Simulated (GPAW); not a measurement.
## Optical response of WC (Qusongite)

Aim: the dielectric function of WC (Qusongite), and the optical constants that follow from it.

Method: DFT, LDA, plane-wave PAW (GPAW data sets), scalar-relativistic, RPA, optical limit, in GPAW 26.7.0.

## (1) The structure

Symmetry: P-6m2, No. 187, hexagonal system. Conventional cell: a = 2.907 Å, b = 2.907 Å, c = 2.837 Å, α = 90.00°, β = 90.00°, γ = 120.00°. W has 6 C at 2.20 Å nearest. Nearest to C lie 6 W at 2.20 Å. Farther neighbours are not listed.

Structure file:

```
W C
1.0
     2.90650    0.00000    0.00000
    -1.45325    2.51710    0.00000
     0.00000    0.00000    2.83660
W C
1 1
Direct
  0.00000 0.00000 0.00000
  0.66667 0.33333 0.50000
```

## (2) Ground state

First the ground state: is it a metal or has it a gap?

This step: DFT, LDA, plane-wave PAW (GPAW data sets), scalar-relativistic, ground state (GPAW 26.7.0).

Contents of gs.py:

```python
from ase import Atoms
from ase.dft.bandgap import bandgap
from gpaw import GPAW, PW, FermiDirac

atoms = Atoms(['W', 'C'],
              cell=[[2.90650000, 0.00000000, 0.00000000],
                    [-1.45325000, 2.51710284, 0.00000000],
                    [0.00000000, 0.00000000, 2.83660000]],
              scaled_positions=[[0.00000000, 0.00000000, 0.00000000],
                                [0.66666667, 0.33333333, 0.50000000]],
              pbc=[True, True, True])
atoms.calc = GPAW(mode=PW(450), xc='LDA', kpts={'size': (9, 9, 8), 'gamma': True},
                  occupations=FermiDirac(0.05), maxiter=150, txt='gs.txt')
print('energy (eV)', atoms.get_potential_energy())
print('Fermi level (eV)', atoms.calc.get_fermi_level())
print('valence electrons', atoms.calc.get_number_of_electrons())
print('gap (eV)', bandgap(atoms.calc, output=None)[0])
print('direct gap (eV)', bandgap(atoms.calc, direct=True, output=None)[0])
atoms.calc.write('gs.gpw')
```

On the command line:

```console
$ OMP_NUM_THREADS=1 python gs.py
```

Numbers of over 12 decimals in the logs are rounded to 6 here.

What it wrote:

```text
__  _  _
 | _ |_)|_||  |
 |__||  | ||/\| - 26.7.0

Versions:
  Python: 3.12.14
  ASE:    3.29.0
  Numpy:  2.5.5
  Scipy:  1.18.1
  Libxc:  7.0.0

Input parameters:
  mode=PW(ecut=450.000000),
  kpts=MonkhorstPack(size=(9, 9, 8), gamma=True),
  maxiter=150,
  occupations=Occupations(name='fermi-dirac', width=0.05, fixmagmom=False),
  xc=XC(name='LDA')

Diagonalizing LCAO Hamiltonian
Converting LCAO to pw mode

           C

       W

Atoms  # Å, Bohr magnetons
|   | symbol |        x |        y |        z |    initial magnetic moments |
| 0 |      W | 0.000000 | 0.000000 | 0.000000 | ( 0.0000,  0.0000,  0.0000) |
| 1 |      C | 1.453250 | 0.839034 | 1.418300 | ( 0.0000,  0.0000,  0.0000) |

Unit cell  # Å
| periodic |         x |        y |        z |  lengths |     angles |
|      yes |  2.906500 | 0.000000 | 0.000000 | 2.906500 |  90.000000 |
|      yes | -1.453250 | 2.517103 | 0.000000 | 2.906500 |  90.000000 |
|      yes |  0.000000 | 0.000000 | 2.836600 | 2.836600 | 120.000000 |

Number of symmetries: 4
Symmetry operations  # r_c * U_cc + t_c -> r_c
|   | kind |            matrix            |
| 0 |  E   |  1, 0, 0,  0, 1, 0,  0, 0, 1 |
| 1 |  σ   |  1, 0, 0,  0, 1, 0,  0, 0,-1 |
| 2 |  σ   | -1, 0, 0,  1, 1, 0,  0, 0, 1 |
| 3 |  C2  | -1, 0, 0,  1, 1, 0,  0, 0,-1 |

BZ-sampling:
  Number of BZ points: 648
  Number of IBZ points: 125

  Monkhorst-Pack size: [9, 9, 8]
  Monkhorst-Pack shift: [0.0, 0.0, 0.0625]

K-points  # in reciprocal-cell coordinates
|     |                                coordinates |     weight |
|   0 | (  0.00000000,   0.00000000,   0.00000000) | 0.00154321 |
|   1 | (  0.00000000,   0.00000000,   0.12500000) | 0.00308642 |
|   2 | (  0.00000000,   0.00000000,   0.25000000) | 0.00308642 |
|   3 | (  0.00000000,   0.00000000,   0.37500000) | 0.00308642 |
|   4 | (  0.00000000,   0.00000000,   0.50000000) | 0.00154321 |
|   5 | (  0.00000000,   0.11111111,   0.00000000) | 0.00308642 |
|   6 | (  0.00000000,   0.11111111,   0.12500000) | 0.00617284 |
|   7 | (  0.00000000,   0.11111111,   0.25000000) | 0.00617284 |
|   8 | (  0.00000000,   0.11111111,   0.37500000) | 0.00617284 |
|   9 | (  0.00000000,   0.11111111,   0.50000000) | 0.00308642 |
| ... |                                            |            |
| 124 | (  0.44444444,   0.44444444,   0.50000000) | 0.00617284 |

Plane wave coefficients: 462
Cutoff: 450.000000 eV

Spin-components: 1 (collinear spins)
Bands:           15
Projectors:      11
Spin-degeneracy: 2
Datatype:        complex128

Parallelization:
  kpt:    1
  domain: 1
  band:   1

Density:
  Valence electrons: 18.0
  Components: 1
  Grid points: [15 15 14]
  Charge: 0.0  # |e|

Potential:
  Grid points: [15 15 14]

species:
  W:
    name:    Tungsten
    id:
    Z:       74.0
    valence: 14
    core:    60
    charge:  0.0  # [|e|]
    compensation charges:
      type: gauss
      rc: 0.40  # [Å]
      lmax: 2
    cutoffs:
      filter: 2.36  # [Å]
      core: 3.02  # [Å]
    projectors
    | kind |    occ | energy [eV] | rcut [Å] |
    |   5s |  2.000 |     -79.053 |    1.344 |
    |   6s |  2.000 |      -5.886 |    1.344 |
    |   5p |  6.000 |     -43.417 |    1.355 |
    |   6p |  0.000 |      -1.469 |    1.355 |
    |   5d |  4.000 |      -4.693 |    1.228 |
    |    d |        |      22.518 |    1.228 |

    Using partial waves for W as LCAO basis

  C:
    name:    Carbon
    id:
    Z:       6.0
    valence: 4
    core:    2
    charge:  0.0  # [|e|]
    compensation charges:
      type: gauss
      rc: 0.20  # [Å]
      lmax: 2
    cutoffs:
      filter: 1.14  # [Å]
      core: 1.14  # [Å]
    projectors
    | kind |    occ | energy [eV] | rcut [Å] |
    |   2s |  2.000 |     -13.639 |    0.635 |
    |   2p |  2.000 |      -5.414 |    0.635 |
    |    s |        |      13.573 |    0.635 |
    |    p |        |      21.797 |    0.635 |
    |    d |        |       0.000 |    0.635 |

    Using partial waves for C as LCAO basis

Reference energy: -439534.908752  # eV

eigensolver:
  PPCG
  Converge bands: occupied
  niter=2

density mixing:
  MSR1-Mixer
  Pratt-step length: 0.05
  Maximum mixing coefficient: 0.75
  Old densities: 10
  SVD Regularization: 0.005
  Good broyden scale: 1.0
  Trust region scale: 1.0
  Backstep threshold: 4.0
  History deletion threshold: 6.0
  Fourier metric: weight=20.0, sigma=0.015

occupation numbers:
  Fermi-Dirac:
    width: 0.0500  # eV

poisson solver:
  ecut: 3600.000000  # eV

xc functional:
  name: None

convergence criteria:
- Maximum [total energy] change in last 3 cyles: 0.0005 eV / valence electron
- Maximum integral of absolute [dens]ity change: 0.0001 electrons / valence electron
- Maximum integral of absolute [eigenst]ate change: 4e-08 eV^2 / valence electron
maximum number of iterations: 150

SCF iterations
|iter     |      energy | eigst |  dens |
|iter:   1||  -24.993352 | -0.07 |       |
|iter:   2||  -24.516332 | -2.17 | -0.93 |
|iter:   3||  -23.441838 | -1.25 | -1.00 |
|iter:   4||  -23.439759 | -3.20 | -1.71 |
|iter:   5||  -23.442215c| -3.57 | -1.94 |
|iter:   6||  -23.442162c| -5.19 | -3.01 |
|iter:   7||  -23.442163c| -6.57 | -3.62 |
|iter:   8||  -23.442162c| -8.03c| -4.27c|

Converged in 8 steps
SCF loop duration: 11.168 s (1.396 s/step)
Energy contributions relative to reference atoms: (reference = -439534.908752)

Energy contributions:
  Kinetic:          14.438860
  Coulomb:         -16.205908
  Zero:             -0.046761
  External:          0.000000
  Xc:              -21.626713
  Entropy:          -0.003280
  Spinorbit:         0.000000
  ----------------------------
  Free energy:     -23.443802
  Extrapolated:    -23.442162

dipole moment: (-4.692787, -9.834702, -10.602233)  # |e|*Ang

Fermi level: 13.806
Eigenvalues  # (at kpt = [0.000, 0.000, 0.000])
| band index |      eig [eV] | occ [0-2] |
|          0 |       -59.936 |     2.000 |
|          1 |       -24.179 |     2.000 |
|          2 |       -24.064 |     2.000 |
|          3 |       -24.064 |     2.000 |
|          4 |        -0.481 |     2.000 |
|          5 |         9.508 |     2.000 |
|          6 |        10.481 |     2.000 |
|          7 |        10.481 |     2.000 |
|          8 |        13.906 |     0.240 |
|          9 |        16.988 |     0.000 |
|         10 |        16.988 |     0.000 |
|         11 |        19.414 |     0.000 |
|         12 |        19.414 |     0.000 |
|         13 |        20.323 |     0.000 |
|         14 |        28.215 |     0.000 |

No gap
No difference between direct/indirect transitions

--- standard output ---
energy (eV) -23.442162
Fermi level (eV) 13.806429
valence electrons 18.0
gap (eV) 0.0
direct gap (eV) 0.0
```

Wall time 14 s (1 thread of Arm Neoverse V2, shared host); peak memory 0.14 GiB.

Numbers from this step:

- energy: -23.44 eV
- Fermi energy: 13.81 eV
- electrons: 18

There are states at the Fermi level within the smearing, so the occupations stay smeared and the carriers get a Drude term.

## (3) Bands for the response

The response needs many more empty bands than the density does.

This step: DFT, LDA, plane-wave PAW (GPAW data sets), scalar-relativistic, bands at fixed density (GPAW 26.7.0).

Contents of nscf.py:

```python
from ase.dft.bandgap import bandgap
from gpaw import GPAW, FermiDirac

calc = GPAW('gs.gpw').fixed_density(kpts={'size': (18, 18, 18), 'gamma': True}, nbands=25, convergence={'bands': 19},
                                    occupations=FermiDirac(0.05), txt='nscf.txt')
print('gap (eV)', bandgap(calc, output=None)[0])
print('direct gap (eV)', bandgap(calc, direct=True, output=None)[0])
calc.write('full.gpw', mode='all')
```

On the command line:

```console
$ OMP_NUM_THREADS=1 python nscf.py
```

What it wrote:

```text
Diagonalizing LCAO Hamiltonian
Converting LCAO to pw mode
convergence criteria:
- Maximum integral of absolute [eigenst]ate change: 4e-08 eV^2 / valence electron
maximum number of iterations: 150

SCF iterations
|iter     |      energy | eigst |  dens |
|iter:   1||             | +2.17 |       |
|iter:   2||             | -0.29 |       |
|iter:   3||             | -2.29 |       |
|iter:   4||             | -4.04 |       |
|iter:   5||             | -5.88 |       |
|iter:   6||             | -7.47c|       |
SCF steps: 6
  __  _  _
 | _ |_)|_||  |
 |__||  | ||/\| - 26.7.0

Versions:
  Python: 3.12.14
  ASE:    3.29.0
  Numpy:  2.5.5
  Scipy:  1.18.1
  Libxc:  7.0.0

Input parameters:
  mode=PW(ecut=450.000000),
  convergence={'bands': 19},
  gpts=array([15, 15, 14]),
  kpts=MonkhorstPack(size=(18, 18, 18), gamma=True),
  maxiter=150,
  nbands=25,
  occupations=Occupations(name='fermi-dirac', width=0.05, fixmagmom=False),
  parallel={},
  xc=XC(name='LDA')

--- standard output ---
gap (eV) 0.0
direct gap (eV) 0.0
```

Wall time 1.8 min (1 thread); peak memory 0.4 GiB.

## (4) Dielectric function, RPA

Transitions between filled and empty bands, summed over the zone, give the optical response, so mesh, band count and broadening shape it.

The induced potential is part of this response.

This step: DFT, LDA, plane-wave PAW (GPAW data sets), scalar-relativistic, RPA, optical limit (GPAW 26.7.0).

Contents of df.py:

```python
from gpaw.response.df import DielectricFunction

df = DielectricFunction('full.gpw', frequencies={'type': 'nonlinear', 'domega0': 0.03, 'omega2': 8},
                        ecut=50,
                        eta=0.1,
                        nbands=19,
                        rate=0.05,
                        txt='df.txt')
for direction in ['x', 'z']:
    df.get_dielectric_function(xc='RPA', direction=direction, filename=f'df_{direction}.csv')
```

On the command line:

```console
$ OMP_NUM_THREADS=1 python df.py
```

What it wrote:

```text
Using integrator: PointIntegrator
NonLinearFrequencyDescriptor(from 0.000 to 101.651 eV, 542 points)
Nonperiodic BCs:  [False False False]
Using integrator: PointIntegrator
NonLinearFrequencyDescriptor(from 0.000 to 101.651 eV, 542 points)
Nonperiodic BCs:  [False False False]
Using integrator: PointIntegrator

Calculating chi0 body with:
    Ground state adapter containing:
    Number of spins: 1
    Number of kpoints: 5832
    Number of irreducible kpoints: 910
    Number of completely occupied states: 8
    Number of partially occupied states: 10

    Linear response parametrization:
    q_c: [0.0, 0.0, 0.0]
    Number of frequency points: 542
    Planewave cutoff: 50.0
    Number of bands: 19
    Number of planewaves: 21
    Broadening (eta): 0.1

Integrating chi0 body.

Symmetries of q_c:
    Direct symmetries (Uq -> q): 4
    Indirect symmetries (TUq -> q): 4
In total 8 allowed symmetries.

910 groups of equivalent kpoints. 84.396433% reduction.

Integral kind: spectral function

Calculating chi0 optical extensions with:
    Ground state adapter containing:
    Number of spins: 1
    Number of kpoints: 5832
    Number of irreducible kpoints: 910
    Number of completely occupied states: 8
    Number of partially occupied states: 10

    Linear response parametrization:
    Number of frequency points: 542
    Planewave cutoff: 50.0
    Number of bands: 19
    Number of planewaves: 21
    Broadening (eta): 0.1
Integrating chi0 head and wings.

Symmetries of q_c:
    Direct symmetries (Uq -> q): 4
    Indirect symmetries (TUq -> q): 4
In total 8 allowed symmetries.

910 groups of equivalent kpoints. 84.396433% reduction.

Integral kind: spectral function wings

Calculating drude chi0 with:
    Number of frequency points:542
    Plasma frequency decay rate: 0.05 eV

    Ground state adapter containing:
    Number of spins: 1
    Number of kpoints: 5832
    Number of irreducible kpoints: 910
    Number of completely occupied states: 8
    Number of partially occupied states: 10

Symmetries of q_c:
    Direct symmetries (Uq -> q): 4
    Indirect symmetries (TUq -> q): 4
In total 8 allowed symmetries.

910 groups of equivalent kpoints. 84.396433% reduction.

Integral kind: intraband
Plasma frequency:
[[3.27+0.j 0.  +0.j 0.  +0.j]
 [0.  +0.j 3.27-0.j 0.  +0.j]
 [0.  +0.j 0.  +0.j 3.17+0.j]]
```

It took 21 s on 1 thread; peak memory 0.27 GiB.

Some rows of df_x.csv (energy; Re and Im without local fields; Re and Im with them):

```text
0.000000, 4300.272732, 0.000007, 4300.133016, 0.000007
0.555532, -13.494243, 9.304464, -13.633458, 9.284361
1.143969, 13.144305, 6.320730, 12.996867, 6.246043
1.768324, 14.018948, 9.875992, 13.928215, 9.768967
2.431988, 17.287669, 13.338593, 17.278338, 13.111955
3.138794, 12.543976, 16.079404, 12.760151, 16.009998
3.893091, 8.265225, 15.619164, 8.436220, 15.768409
4.699832, 2.139108, 13.482078, 2.122472, 14.020794
5.564682, 2.046132, 9.348642, 1.508489, 9.668269
6.494155, 4.866431, 10.019060, 4.371992, 9.830227
7.495775, -0.311435, 11.489199, -0.727352, 11.099239
8.578281, -3.884696, 9.786626, -3.647168, 9.441337
9.751884, -3.728815, 6.029140, -3.496409, 6.024979
11.028587, -2.847901, 4.522284, -2.761273, 4.562080
12.422601, -2.751144, 2.285944, -2.884551, 2.387131
13.950874, -0.855812, 2.122491, -1.059677, 1.943057
15.633783, -0.907741, 2.646505, -0.757713, 2.430438
17.496047, -1.182812, 1.989142, -1.102315, 1.996455
19.567954, -0.559765, 1.046968, -0.609588, 0.948151
```

[end of part 1 of 2]

[Machine, clock and banner lines and Python warnings are left out of the logs.]

[Logs are printed without paths, hosts, clocks, repeated set-up lines and the standing remarks that a program may print on its own settings, such as how far it seeks lower states.]

[Hosts, paths, dates, database ids (printed as entryN), source tags and the programs' standing remarks are cut or masked in the printed files.]
